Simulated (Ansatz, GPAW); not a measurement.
## KSrCl3 (Pm-3m): refractive index against wavelength

The refractive index of KSrCl3 (Pm-3m) below the direct gap (4.79 eV on the mesh) is read from one computed spectrum, n = √(Re ε).

It takes space group Pm-3m (No. 221, cubic). The conventional cell has a = 5.787 Å, b = 5.787 Å, c = 5.787 Å, α = 90.00°, β = 90.00°, γ = 90.00°. Sr on site a is surrounded by 6 Cl at 2.89 Å. Around K on site b lie 12 Cl at 4.09 Å. Cl on site d has 2 Sr at 2.89 Å as nearest neighbours.

Method: GPAW 26.7.0, RPBE, RPA, k-mesh 6×6×6, local fields up to 30 eV, Lorentzian half width 0.05 eV.

Launch of the response step: `OMP_NUM_THREADS=1 python df.py`. The run took 5.1 min, its band step included, on 1 thread of Arm Neoverse V1, on a shared host.

| wavelength (nm) | photon energy E (eV) | n |
| --- | --- | --- |
| 850 | 1.459 | 1.4637 |
| 700 | 1.771 | 1.4686 |
| 633 | 1.959 | 1.4721 |
| 532 | 2.331 | 1.4806 |
| 450 | 2.755 | 1.4929 |
| 405 | 3.061 | 1.5040 |
| 365 | 3.397 | ? |

In the single-oscillator model n² − 1 = E₀E_d/(E₀² − E²), so 1/(n² − 1) = E₀/E_d − E²/(E₀E_d) is linear in E².

Working, on the rows shown:

| x = E² (eV²) | y = 1/(n² − 1) |
| --- | --- |
| 2.12762 | 0.875337 |
| 3.13716 | 0.864464 |
| 3.83641 | 0.85684 |
| 5.43137 | 0.838802 |
| 7.59115 | 0.813835 |
| 9.37179 | 0.792383 |

Means: x̄ = 5.2493, ȳ = 0.84028. Σ(x − x̄)(y − ȳ) = -0.4436, Σ(x − x̄)² = 38.71. Slope = -0.4436 / 38.71 = -0.01146; intercept = ȳ − slope · x̄ = 0.90042. Turned back into n, the line misses the rows shown by at most 0.00035.

Question: Fill in the last column of the withheld row.

Answer: At x = 11.538 the line gives y = 0.76822, that is 1.5171. The run gave 1.5188, so the extrapolation is off by 0.0017, 3 % of the range in the table.

Refitted with all rows, the slope is -0.01168 and the intercept 0.90135. These give E₀ = √(intercept/−slope) = 8.79 eV and E_d = E₀/intercept = 9.7 eV; E₀ is 1.8 times the direct gap. The electronic limit at long wavelengths, without lattice vibrations, is n = √(1 + 1/intercept) = 1.452. The structure is a model and need not exist. Excitons are left out; RPBE gaps are as a rule too small. The values come from a sum over the points of one k-mesh and carry its error, which grows as the direct gap shrinks. Spin-orbit coupling is left out.
